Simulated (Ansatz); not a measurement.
## CeZnS3 (model cell, started as cubic perovskite with Ce in the octahedra): following an unstable mode

Which phase does CeZnS3 (model cell, started as cubic perovskite with Ce in the octahedra) fall into along its unstable mode, and how much energy does it gain?

Method: DFT PBEsol, scalar-relativistic, plane waves, PAW; PAW set soft_1, in Ansatz 0.2.0.

This is a report of a sequence of runs, with most program output left out.

The structure was built from a prototype and need not be the compound's stable phase.

### Step 1. The structure

It takes space group Pm-3m (No. 221, cubic). Conventional cell: a = 5.220 Å, b = 5.220 Å, c = 5.220 Å, α = 90.00°, β = 90.00°, γ = 90.00°. Zn has 12 S at 3.69 Å nearest. Nearest to Ce lie 6 S at 2.61 Å. Nearest to S lie 2 Ce at 2.61 Å. Farther neighbours and most contacts between anions are not listed.

### Step 2. Phonons on a q mesh

The cell comes from relaxations at this level that are not shown. Stability and thermal properties need the whole zone. Linear response on a 2×2×2 q mesh gives force constants as far as a supercell of that size would.

The input, input.yaml:

```yaml
crystal:
  lattice:
    - [5.2201691733, 0.0, 0.0]
    - [0.0, 5.2201691733, 0.0]
    - [0.0, 0.0, 5.2201691733]
  atoms:
    - { symbol: Zn, position: [0.0, 0.0, 0.0] }
    - { symbol: Ce, position: [0.5, 0.5, 0.5] }
    - { symbol: S, position: [0.5, 0.5, 0.0] }
    - { symbol: S, position: [0.5, 0.0, 0.5] }
    - { symbol: S, position: [0.0, 0.5, 0.5] }
kpoints:
  mp_grid: { grid: [8, 8, 8] }
hamiltonian:
  xc: pbesol
  pseudopotentials: { kind: paw, azcp: { folder: soft_1 }, xc_functional: pbe }
scf:
  occupations: { method: methfessel_paxton, width: 0.2 }
output:
  eigenvalues: true
phonons:
  method: dfpt
  qmesh: [2, 2, 2]
  temperatures: { t_max: 1000, t_step: 50 }
  qpath:
    path:
      - [[0.0, 0.0, 0.0], [0.0, 0.5, 0.0], [0.5, 0.5, 0.0], [0.0, 0.0, 0.0], [0.5, 0.5, 0.5], [0.0, 0.5, 0.0]]
      - [[0.5, 0.5, 0.5], [0.5, 0.5, 0.0]]
    npoints: 10
```

The run is started by

```
$ ansatz run input.yaml --threads 4 --pin off --max-ram 16384MiB --backend cpu --events-out ev --progress --plain --runs-dir out
```

It took 4.9 min on 4 threads of Arm Neoverse V1, shared host; peak memory 1.6 GiB; 19 min of CPU time.

Numbers from this step:

- volume per atom: 28.45 Å³
- gap on the k-mesh: 0 eV
- sum-rule residual before enforcement: 7.37e-5 eV/Å²
- lowest frequency on the path: -134.0 cm⁻¹
- point group: m-3m
- highest frequency on the path or at a solved wavevector: 400.1 cm⁻¹
- highest optical mode at the zone centre (no LO-TO term): 325.8 cm⁻¹
- lowest optical zone-centre mode: -102.6 cm⁻¹
- lowest mode on the q mesh (acoustic modes at Γ apart): -134.0 cm⁻¹

Frequencies (cm⁻¹) solved at each irreducible wavevector; negative means imaginary. Frequencies by wavevector, by row:

| q in reciprocal lattice units | star | mode 1 | mode 2 | mode 3 | mode 4 | mode 13 | mode 14 | mode 15 |
| --- | --- | --- | --- | --- | --- | --- | --- | --- |
| 0 0 0 | 1 | -102.6 | -102.6 | -102.6 | -99.8 | 325.8 | 325.8 | 325.8 |
| 0 0 -0.5 | 3 | -132.1 | -104.6 | -97.4 | -97.4 | 329.2 | 329.2 | 347.6 |
| 0 -0.5 -0.5 | 3 | -134 | -113.4 | -113.4 | -83.8 | 323.5 | 334.3 | 379.4 |
| -0.5 -0.5 -0.5 | 1 | -132.9 | -132.9 | -132.9 | -92.5 | 336.3 | 336.3 | 400.1 |

Interpolated from a 2×2×2 q mesh. Phonon branches along the path, in cm⁻¹:

| point | branch 1 | branch 2 | branch 3 | branch 4 | branch 12 | branch 13 | branch 14 | branch 15 |
| --- | --- | --- | --- | --- | --- | --- | --- | --- |
| Γ | -103 | -103 | -103 | -100 | 0 | 326 | 326 | 326 |
| halfway | -118 | -100 | -99 | -99 | 110 | 328 | 328 | 336 |
| X | -132 | -105 | -97 | -97 | 155 | 329 | 329 | 348 |
| halfway | -130 | -115 | -98 | -91 | 153 | 325 | 332 | 365 |
| M | -134 | -113 | -113 | -84 | 151 | 324 | 334 | 379 |
| halfway | -120 | -106 | -105 | -93 | 112 | 325 | 330 | 351 |
| Γ | -103 | -103 | -103 | -100 | 0 | 326 | 326 | 326 |
| halfway | -119 | -111 | -111 | -97 | 112 | 329 | 329 | 364 |
| R | -133 | -133 | -133 | -92 | 148 | 336 | 336 | 400 |
| halfway | -128 | -121 | -108 | -97 | 151 | 328 | 333 | 377 |
| X | -132 | -105 | -97 | -97 | 155 | 329 | 329 | 348 |
| jump to R | -133 | -133 | -133 | -92 | 148 | 336 | 336 | 400 |
| halfway | -134 | -122 | -122 | -92 | 149 | 330 | 336 | 389 |
| M | -134 | -113 | -113 | -84 | 151 | 324 | 334 | 379 |

Symmetry leaves 4 wavevectors to solve. The lowest mode among them, the acoustic zeros apart, lies at q = (0, -0.5, -0.5) and is imaginary, 134.0i cm⁻¹, so the energy falls along it.

### Step 3. The mode frozen in, largest atomic shift 0 Å

The mode followed lies at q = (-0.5, -0.5, -0.5) with frequency 132.9i cm⁻¹ and is 3-fold degenerate, one of the unstable modes though not the softest. At small amplitude the distorted cell has space group no. 167 by a symmetry search on the positions. The undistorted cell that holds it gives the zero of energy on the same k mesh.

System of this step: CeZnS3 (model cell, started as cubic perovskite with Ce in the octahedra). The structure is cubic, space group Pm-3m (No. 221). Conventional cell: a = 5.220 Å, b = 5.220 Å, c = 5.220 Å, α = 90.00°, β = 90.00°, γ = 90.00°. Nearest to Zn lie 12 S at 3.69 Å. Nearest to Ce lie 6 S at 2.61 Å. Nearest to S lie 2 Ce at 2.61 Å. Farther neighbours and most contacts between anions are not listed.

input.yaml, the sections that differ from step 2:

```yaml
crystal:
  lattice:
    - [5.2201691733, 5.2201691733, 0.0]
    - [5.2201691733, 0.0, 5.2201691733]
    - [5.2201691733, 0.0, -5.2201691733]
  atoms:
    - { symbol: Zn, position: [0.0, 0.5, 0.5] }
    - { symbol: Zn, position: [0.0, 0.0, 0.0] }
    - { symbol: Ce, position: [0.5, 0.25, 0.75] }
    - { symbol: Ce, position: [0.5, 0.75, 0.25] }
    - { symbol: S, position: [0.5, 0.0, 1.0] }
    - { symbol: S, position: [0.5, 0.5, 0.5] }
    - { symbol: S, position: [0.0, 0.5, 0.0] }
    - { symbol: S, position: [0.0, 0.0, 0.5] }
    - { symbol: S, position: [0.5, 0.5, 0.0] }
    - { symbol: S, position: [0.5, 0.0, 0.5] }
output:
  forces: true
  stress: true
  eigenvalues: true
# kpoints, hamiltonian, scf: as in step 2
# phonons: removed
```

The job ended after 11 s (4 threads; peak memory 0.93 GiB).

Numbers from this step:

| Item | Value |
| --- | --- |
| pressure | 0.02588 GPa |
| energy from the undistorted cell | 0 meV/atom |

The run ends at a pressure of 0.03 GPa.

### Step 4. The mode frozen in, largest atomic shift 0.6 Å

The atoms are moved along the unstable eigenvector, the largest shift by 0.6 Å, with the cell fixed.

input.yaml, the sections that differ from step 3:

```yaml
crystal:
  lattice:
    - [5.2201691733, 5.2201691733, 0.0]
    - [5.2201691733, 0.0, 5.2201691733]
    - [5.2201691733, 0.0, -5.2201691733]
  atoms:
    - { symbol: Zn, position: [0.0, 0.5, 0.5] }
    - { symbol: Zn, position: [0.0, 0.0, 0.0] }
    - { symbol: Ce, position: [0.5, 0.25, 0.75] }
    - { symbol: Ce, position: [0.5, 0.75, 0.25] }
    - { symbol: S, position: [0.5812740075, 0.0, 1.0] }
    - { symbol: S, position: [0.4187259925, 0.5, 0.5] }
    - { symbol: S, position: [0.0, 0.4187259925, 0.0] }
    - { symbol: S, position: [0.0, 0.0812740075, 0.5] }
    - { symbol: S, position: [0.4187259925, 0.5812740075, 0.0] }
    - { symbol: S, position: [0.5812740075, -0.0812740075, 0.5] }
# kpoints, hamiltonian, scf, output: as in step 3
```

Elapsed: 26 s, on 4 threads; peak memory 1.2 GiB; 1.7 min of CPU time.

This step gave:

```
pressure                         : -4.455 GPa
gap on the k-mesh                : 0.1545 eV
energy from the undistorted cell : -212.1 meV/atom
```

The energy, extrapolated to zero smearing, is -212.12 meV/atom against the undistorted cell.

The run ends at a pressure of -4.45 GPa, with forces up to 1.2 eV/Å.

### Step 5. Energy along the mode, all amplitudes (two of the runs are shown above)

An imaginary frequency means negative curvature, so the energy should fall and then rise again as anharmonic terms take over.

Numbers from this step:

* depth at the lowest point sampled: 212.1 meV/atom
* largest atomic shift at that point: 0.6 Å

Table of energy from the parent by largest atomic shift:

| largest atomic shift (Å) | energy from the parent (meV/atom) |
| --- | --- |
| 0.000 | 0 |
| 0.040 | -1.01 |
| 0.080 | -3.99 |
| 0.140 | -12.0 |
| 0.220 | -28.8 |
| 0.320 | -59.3 |
| 0.450 | -117 |
| 0.600 | -212 |

Displacement at unit largest shift by atom:

| atom | x (Å) | y (Å) | z (Å) | size |
| --- | --- | --- | --- | --- |
| Zn1 | 0.000 | 0.000 | 0.000 | 0.000 |
| Zn2 | 0.000 | 0.000 | 0.000 | 0.000 |
| Ce3 | 0.000 | 0.000 | 0.000 | 0.000 |
| Ce4 | 0.000 | 0.000 | 0.000 | 0.000 |
| S5 | 0.707 | 0.707 | 0.000 | 1.000 |
| S6 | -0.707 | -0.707 | 0.000 | 1.000 |
| S7 | -0.707 | 0.000 | -0.707 | 1.000 |
| S8 | 0.707 | 0.000 | 0.707 | 1.000 |
| S9 | 0.000 | -0.707 | 0.707 | 1.000 |
| S10 | 0.000 | 0.707 | -0.707 | 1.000 |

The lowest of the steps tried is the last one, at 0.6 Å, 212 meV/atom below the parent; the bottom of the well need not coincide with a step.

### Step 6. Relaxing from the distorted cell

Starting from the lowest point found, all atoms and the cell are let go, so that strain and other modes of the same symmetry can join in.

input.yaml, as its differences from that of step 4:

```diff
@@ -27 +27,6 @@
   eigenvalues: true
+relax:
+  adjacent_minimum: "off"
+  f_tol: 0.002
+  max_steps: 120
+  cell: { stress_tol: 0.03 }
```

Run time: 3.6 min. Hardware: 4 threads; peak memory 1.3 GiB.

Step by step:

| step | energy less that of the first step (eV) | largest force component (eV/Å) | pressure (GPa) | volume (Å³) |
| --- | --- | --- | --- | --- |
| 1 | 0.0000 | 0.8344 | -4.45 | 284.50 |
| 2 | -2.4095 | 1.1080 | -3.79 | 264.48 |
| 3 | -4.8004 | 1.0286 | -2.40 | 247.97 |
| 4 | -6.1343 | 0.1850 | -0.19 | 238.96 |
| 5 | -6.1778 | 0.1589 | 0.47 | 240.41 |
| 6 | -6.1910 | 0.0139 | -0.17 | 242.15 |
| 7 | -6.1915 | 0.0071 | 0.11 | 241.13 |
| 8 | -6.1916 | 0.0009 | 0.00 | 241.52 |
| 9* | -6.1862 | 0.0004 | -0.01 | 241.52 |

Relaxation steps marked * repeat the geometry before them on a plane-wave basis chosen anew for their cell, so energy and pressure can jump there.

The run keeps the 12 symmetry operations that it works with, so distortions that break them were not tested.

| conventional cell, symmetrised | before | after | change |
| --- | --- | --- | --- |
| a (Å) | 7.382 | 6.616 | -10.4 % |
| b (Å) | 7.382 | 6.616 | -10.4 % |
| c (Å) | 18.083 | 19.116 | +5.7 % |
| volume (Å³/atom) | 28.45 | 24.15 | -15.1 % |

The atoms that moved most (Å, as changes of fractional coordinates times the final cell):

| atom | dx | dy | dz | length |
| --- | --- | --- | --- | --- |
| S5 | 0.373 | 0.373 | 0.000 | 0.527 |
| S9 | 0.000 | -0.373 | 0.373 | 0.527 |
| S8 | 0.373 | 0.000 | 0.373 | 0.527 |
| S7 | -0.373 | 0.000 | -0.373 | 0.527 |
| S6 | -0.373 | -0.373 | 0.000 | 0.527 |
| S10 | 0.000 | 0.373 | -0.373 | 0.527 |

Numbers from this step:

* pressure: -0.01434 GPa
* volume per atom: 24.15 Å³
* gap on the k-mesh: 0.9377 eV

The distorted start has space group R-3c; the relaxation ends in R-3c.

### Step 7. The new phase in its own primitive cell

The relaxed structure is symmetrised, reduced to its primitive cell and relaxed tightly, as its phonons need.

The input, input.yaml:

```yaml
crystal:
  lattice:
    - [3.3078357678, 1.909779871, 6.3718523391]
    - [-3.3078357678, 1.909779871, 6.3718523391]
    - [0.0, -3.819559742, 6.3718523391]
  atoms:
    - { symbol: Zn, position: [0.25, 0.25, 0.25] }
    - { symbol: Zn, position: [0.75, 0.75, 0.75] }
    - { symbol: Ce, position: [0.5, 0.5, 0.5] }
    - { symbol: Ce, position: [0.0, 0.0, 0.0] }
    - { symbol: S, position: [0.4109520277, 0.75, 0.0890479723] }
    - { symbol: S, position: [0.5890479723, 0.25, 0.9109520277] }
    - { symbol: S, position: [0.0890479723, 0.4109520277, 0.75] }
    - { symbol: S, position: [0.9109520277, 0.5890479723, 0.25] }
    - { symbol: S, position: [0.75, 0.0890479723, 0.4109520277] }
    - { symbol: S, position: [0.25, 0.9109520277, 0.5890479723] }
kpoints:
  mp_grid: { grid: [6, 6, 6] }
hamiltonian:
  xc: pbesol
  pseudopotentials: { kind: paw, azcp: { folder: soft_1 }, xc_functional: pbe }
scf:
  occupations: { method: fixed }
output:
  forces: true
  stress: true
  eigenvalues: true
relax:
  adjacent_minimum: "off"
  f_tol: 0.001
  max_steps: 60
  cell: { stress_tol: 0.01 }
```

It took 40 s on 4 threads; peak memory 0.88 GiB; 2.6 min of CPU time.

Little changed from the start: no atom moved by 0.005 Å and no cell edge by 0.1 %.

This step gave:

```
pressure           : -1.24e-4 GPa
gap on the k-mesh  : 0.9461 eV
direct gap on mesh : 0.9822 eV
```

The largest force component left is 0.52 meV/Å and the pressure is 0.000 GPa, within the tolerances set. The cell now holds 24.15 Å³/atom.

### Step 8. Modes of the new phase, k-mesh 6×6×6, occupations fixed

A relaxed structure may still be a saddle point, so its zone-centre modes are computed. The response to a homogeneous field gives the Born charges and the dielectric tensor.

The input, input.yaml:

```yaml
crystal:
  lattice:
    - [3.30719306, 1.9094088035, 6.373836535]
    - [-3.30719306, 1.9094088035, 6.373836535]
    - [0.0, -3.8188176069, 6.373836535]
  atoms:
    - { symbol: Zn, position: [0.25, 0.25, 0.25] }
    - { symbol: Zn, position: [0.75, 0.75, 0.75] }
    - { symbol: Ce, position: [0.5, 0.5, 0.5] }
    - { symbol: Ce, position: [0.0, 0.0, 0.0] }
    - { symbol: S, position: [0.4108993376, 0.75, 0.0891006624] }
    - { symbol: S, position: [0.5891006624, 0.25, 0.9108993376] }
    - { symbol: S, position: [0.0891006624, 0.4108993376, 0.75] }
    - { symbol: S, position: [0.9108993376, 0.5891006624, 0.25] }
    - { symbol: S, position: [0.75, 0.0891006624, 0.4108993376] }
    - { symbol: S, position: [0.25, 0.9108993376, 0.5891006624] }
kpoints:
  mp_grid: { grid: [6, 6, 6] }
hamiltonian:
  xc: pbesol
  pseudopotentials: { kind: paw, azcp: { folder: soft_1 }, xc_functional: pbe }
scf:
  occupations: { method: fixed }
output:
  eigenvalues: true
phonons:
  method: dfpt
  dielectric: true
  rigid_motions: translations
```

The job ended after 12 min (4 threads; peak memory 6 GiB).

This step gave:

- sum-rule residual before enforcement: 4.41e-5 eV/Å²
- miss of the charge sum rule: 0.04677 e
- estimated error of the dielectric tensor: 0.05018
- estimated error of the Born charges: 0.03660 e
- point group: -3m
- highest optical mode at the zone centre (no LO-TO term): 323.8 cm⁻¹
- lowest optical zone-centre mode: 28.58 cm⁻¹
- mean high-frequency dielectric constant: 9.863
- largest Born charge (third of the trace): 5.865 e
- mean static dielectric constant: 33.06
- top of the zone-centre spectrum with the field: 350.0 cm⁻¹

Patterns of degenerate modes are one choice out of their space. Modes at Γ, with each element's share of the kinetic energy:

| mode | frequency (cm⁻¹) | symmetry | Zn % | Ce % | S % |
| --- | --- | --- | --- | --- | --- |
| 1 | 0.0 | acoustic | 22 | 46 | 32 |
| 2 | 0.0 | acoustic | 22 | 46 | 32 |
| 3 | 0.0 | acoustic | 22 | 46 | 32 |
| 4 | 28.6 | Eu | 0 | 14 | 86 |
| 5 | 28.6 | Eu | 0 | 14 | 86 |
| 6 | 38.0 | A2g | 92 | 0 | 8 |
| 7 | 47.1 | A2u | 43 | 0 | 57 |
| 8 | 56.4 | Eu | 24 | 51 | 25 |
| 9 | 56.4 | Eu | 24 | 51 | 25 |
| 10 | 67.1 | A2u | 35 | 36 | 29 |
| 11 | 69.5 | Eg | 14 | 0 | 86 |
| 12 | 69.5 | Eg | 14 | 0 | 86 |
| 13 | 105.3 | A2g | 8 | 0 | 92 |
| 14 | 113.3 | Eg | 56 | 0 | 44 |
| 15 | 113.3 | Eg | 56 | 0 | 44 |
| 16 | 151.0 | A1u | 0 | 94 | 6 |
| 17 | 163.5 | Eu | 21 | 73 | 6 |
| 18 | 163.5 | Eu | 21 | 73 | 6 |
| 19 | 239.6 | A2u | 0 | 17 | 82 |
| 20 | 240.9 | Eg | 1 | 0 | 99 |
| 21 | 240.9 | Eg | 1 | 0 | 99 |
| 22 | 247.1 | Eu | 3 | 15 | 82 |
| 23 | 247.1 | Eu | 3 | 15 | 82 |
| 24 | 305.2 | A1g | 0 | 0 | 100 |
| 25 | 308.5 | A1u | 0 | 6 | 94 |
| 26 | 317.5 | A2g | 0 | 0 | 100 |
| 27 | 319.9 | Eu | 30 | 1 | 69 |
| 28 | 319.9 | Eu | 30 | 1 | 69 |
| 29 | 323.8 | Eg | 29 | 0 | 71 |
| 30 | 323.8 | Eg | 29 | 0 | 71 |

Displacements in mode 5 (28.6 cm⁻¹), the largest set to 1:
```
Zn1 -0.01 -0.02  0.00
Zn2 -0.01 -0.02  0.00
Ce3  0.21  0.19  0.00
Ce4 -0.07  0.28  0.00
S5   0.09 -0.13 -0.24
S6   0.09 -0.13 -0.24
S7  -0.02 -0.59  1.00
S8  -0.02 -0.59  1.00
S9  -0.36 -0.27 -0.76
S10 -0.36 -0.27 -0.76
```

Displacements in mode 19 (239.6 cm⁻¹), the largest set to 1:
```
Zn1  0.00  0.00  0.12
Zn2  0.00  0.00  0.12
Ce3  0.00  0.00  0.48
Ce4  0.00  0.00  0.48
S5  -0.87  0.50 -0.78
S6  -0.87  0.50 -0.78
S7   0.00 -1.00 -0.78
S8   0.00 -1.00 -0.78
S9   0.87  0.50 -0.78
S10  0.87  0.50 -0.78
```

Optical modes at the zone centre, without and with the macroscopic field of the longitudinal modes; each column is sorted by frequency, so a row need not hold one and the same mode. Modes with and without the field, by row:

| rank among optical modes | no field (cm⁻¹) | q along (1, 0, 0) (cm⁻¹) | q along (0, 0, 1) (cm⁻¹) |
| --- | --- | --- | --- |
| 1 | 28.6 | 28.6 | 28.6 |
| 2 | 28.6 | 38 | 28.6 |
| 3 | 38 | 40.7 | 38 |
| 4 | 47.1 | 47.1 | 54.3 |
| 5 | 56.4 | 56.4 | 56.4 |
| 6 | 56.4 | 56.4 | 56.4 |
| 7 | 67.1 | 67.1 | 69.5 |
| 8 | 69.5 | 69.5 | 69.5 |
| 9 | 69.5 | 69.5 | 72.3 |
| 10 | 105.3 | 105.3 | 105.3 |
| 11 | 113.3 | 113.3 | 113.3 |
| 12 | 113.3 | 113.3 | 113.3 |
| 13 | 151 | 151 | 151 |
| 14 | 163.5 | 163.5 | 163.5 |
| 15 | 163.5 | 165.7 | 163.5 |
| 16 | 239.6 | 239.6 | 240.9 |
| 17 | 240.9 | 240.9 | 240.9 |
| 18 | 240.9 | 240.9 | 247.1 |
| 19 | 247.1 | 247.1 | 247.1 |
| 20 | 247.1 | 295.6 | 305.2 |
| 21 | 305.2 | 305.2 | 308.5 |
| 22 | 308.5 | 308.5 | 317.5 |
| 23 | 317.5 | 317.5 | 319.9 |
| 24 | 319.9 | 319.9 | 319.9 |
| 25 | 319.9 | 323.8 | 323.8 |
| 26 | 323.8 | 323.8 | 323.8 |
| 27 | 323.8 | 350 | 326.7 |

Born charge (rows field, columns displacement) (e), principal values of the symmetric part by kind of site:

| atom | atoms with these values | low | middle | high | mean |
| --- | --- | --- | --- | --- | --- |
| Zn1 | 2 | 0.96 | 2.51 | 2.51 | 2.00 |
| Ce3 | 2 | 5.68 | 5.68 | 6.23 | 5.86 |
| S5 | 6 | -4.65 | -2.32 | -0.89 | -2.62 |

In full for S5:

```
-2.94  0.36 -1.57
 0.36 -2.52  0.90
-1.63  0.94 -2.40
```

High-frequency dielectric tensor:

```
10.13  0.00  0.00
 0.00 10.13  0.00
 0.00  0.00  9.32
```

Static dielectric tensor (ions relaxed, fixed cell):

```
36.23  0.00  0.00
 0.00 36.23  0.00
 0.00  0.00 26.72
```

Transverse modes. Infrared lines, with heights relative to the strongest:

| position (cm⁻¹) | relative intensity |
| --- | --- |
| 29 | 3.9 |
| 38 | 0.0 |
| 47 | 2.2 |
| 56 | 0.0 |
| 67 | 1.2 |
| 70 | 0.0 |
| 105 | 0.0 |
| 113 | 0.0 |
| 151 | 0.0 |
| 164 | 4.1 |
| 240 | 58 |
| 241 | 0.0 |
| 247 | 100 |
| 305 | 0.0 |
| 308 | 0.0 |
| 318 | 0.0 |
| 320 | 19 |
| 324 | 0.0 |

Before it was imposed, the acoustic sum rule was missed by 4.4e-5 eV/Å² and the charge sum rule by 0.047 e. The charge miss is large and points to the mesh or the basis. The lowest optical mode is real, 28.6 cm⁻¹.

### Step 9. Outcome

| Item | Value |
| --- | --- |
| unstable mode of the parent | q = (-0.5, -0.5, -0.5), 133i cm⁻¹ |
| depth at the lowest point sampled | 212 meV/atom |
| largest atomic shift at that point | 0.6 Å |
| space group reached (within 0.01 Å) | R-3c |
| energy gained over the parent (first relaxation, on the mesh of the frozen mode) | 830 meV/atom |
| volume per atom, phase reached | 24.1 Å³ |
| gap on the k-mesh, phase reached | 0.946 eV |
| lowest optical zone-centre mode, phase reached | 28.6 cm⁻¹ |
| highest optical mode at the zone centre (no LO-TO term), phase reached | 324 cm⁻¹ |

Along this mode the structure falls into R-3c, 830 meV/atom below the parent. At the parent's cell the well is 212.1 meV/atom deep on the steps tried, with its lowest point at a shift of 0.6 Å. That is the last step tried, so the steps alone don't bracket the bottom of the well. Relaxing atoms and cell changes the gain by +617.89 meV/atom against the lowest step (energies at zero smearing). Most of the total comes from this relaxation. The new phase has no imaginary mode at the zone centre of its cell; other wavevectors were not checked. Of the 3 patterns followed to their end from this parent, this one reaches the lowest energy. Each path keeps the symmetry of its pattern, so a lower phase may lie along a pattern not tried. With no gap, or one that is small against the smearing, the frequencies hang on the k mesh and the smearing, most of all near Kohn anomalies. The phonon runs are without spin polarisation, although Ce often carries a moment. The 4f shell is treated without a U, so valence and screening may be off. Spin-orbit coupling is left out, which can matter for the heavy elements here. The PAW files were made for PBE and serve the other functionals too. The starting cell was built on a prototype and not taken from a measurement, so the phase need not exist.

[Logs are printed without paths, hosts, clocks, repeated set-up lines and the standing remarks that a program may print on its own settings, such as how far it seeks lower states.]

[Hosts, paths, dates, database ids (printed as entryN), source tags and the programs' standing remarks are cut or masked in the printed files.]
